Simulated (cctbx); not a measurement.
## Diagnosing a refinement

Cell a = 8.9230 Å, b = 8.9230 Å, c = 18.4150 Å, α = 90.00°, β = 90.00°, γ = 90.00°; space group P4/ncc (no. 130, origin choice 1). The compound is ScZnSi4S10.

The data are simulated with cctbx, not measured: Mo Kα, λ = 0.71073 Å, to d = 0.77 Å, 50 % of the full sphere, strongest reflection 5000 counts, noise from counting, a 2 % proportional error and a noise floor of 15 counts (s.d.); no absorption.

An anisotropic refinement with weights 1/σ² prints:

```text
Rint 0.070, 847 unique reflections to 0.77 A
cycle     R1     wR2    GooF  max shift (A)
   1  0.3562  0.6265  16.810   0.04314
   3  0.3439  0.6055  16.246   0.00004
final R1 0.3439 wR2 0.6055 GooF 16.246  parameters 28  data/parameter 30.2
atom        x        y        z      Ueq    occ   su(xyz)  su(Uiso or U11)
Zn1    0.50000  0.50000  0.00000   0.0073  1.000  0.00000  0.0033
Sc1    0.50000  0.00000  0.07308   0.0031  1.000  0.00092  0.0052  NPD
S1     0.24489  0.44470  0.63216   0.0109  1.000  0.00155  0.0055  NPD
S2     0.18970  0.18970  0.75000   0.0008  1.000  0.00121  0.0041  NPD
S3     0.59688  0.72800  0.07464   0.0085  1.000  0.00144  0.0062  NPD
difference map: max 39.30 min -7.25 rms 2.11
Q1    0.1603  0.2383  0.6470   16   41.29  1.93 A from S3
Q2    0.0000  0.0000  0.0000    4   12.85  0.00 A from Zn1
Q3    0.1108  0.2335  0.9221   16    7.26  0.15 A from S3
Q4    0.1807  0.2585  0.8502   16    6.66  1.60 A from S3
Q5    0.0522  0.2822  0.1286   16    6.62  0.25 A from S1
Q6    0.0000  0.5000  0.4226    4    5.77  0.08 A from Sc1
```

**Question.** Can this result stand? If not, what is the likely fault?

Mend it. The fault: an atom left out, Si at (0.7394, 0.6614, 0.1471). Against the right model at the same level, R1 goes from 0.0207 to 0.3439 and GooF from 0.90 to 16.25, the top difference peak, 41.3 e/Å³, lies 1.93 Å from S3 and Sc1, S1, S2 and S3 go non-positive-definite. Q1 is the missing atom. With scattering power missing, scale and phases suffer, so peaks may also grow on the heavy atoms.

The compound is ScZnSi4S10. The right model at the same level gives:

```text
Rint 0.070, 847 unique reflections to 0.77 A
cycle     R1     wR2    GooF  max shift (A)
   1  0.0336  0.0559   1.509   0.00202
   2  0.0207  0.0335   0.902   0.00000
final R1 0.0207 wR2 0.0335 GooF 0.902  parameters 37  data/parameter 22.9
atom        x        y        z      Ueq    occ   su(xyz)  su(Uiso or U11)
Zn1    0.50000  0.50000  0.00000   0.0132  1.000  0.00000  0.0002
Sc1    0.50000  0.00000  0.07256   0.0087  1.000  0.00005  0.0002
S1     0.24260  0.44063  0.63150   0.0195  1.000  0.00008  0.0003
S2     0.18975  0.18975  0.75000   0.0066  1.000  0.00005  0.0002
S3     0.59705  0.72702  0.07588   0.0134  1.000  0.00006  0.0003
Si1    0.73946  0.66125  0.14708   0.0089  1.000  0.00007  0.0003
difference map: max 0.84 min -1.01 rms 0.20
Q1    0.0192  0.1455  0.2893   16    0.85  2.04 A from S2
Q2    0.0712  0.1272  0.9837   16    0.84  1.34 A from Zn1
Q3    0.0000  0.5000  0.1997    4    0.74  2.56 A from S1
Q4    0.1337  0.2948  0.0227   16    0.69  1.94 A from S3
Q5    0.1936  0.2297  0.1002   16    0.69  1.35 A from S1
Q6    0.0000  0.5000  0.4818    4    0.68  1.00 A from Sc1
```

Isotropic U is held between 0.0001 and 1 Å² by the program, and listed peak heights are interpolated, so they can pass the grid's maximum.

The model is made up (kin elements in a known structure type, no relaxation), so it says nothing on whether the phase exists.

[Middle refinement cycles are left out of these outputs.]

[Logs are printed without paths, hosts, clocks, repeated set-up lines and the standing remarks that a program may print on its own settings, such as how far it seeks lower states.]
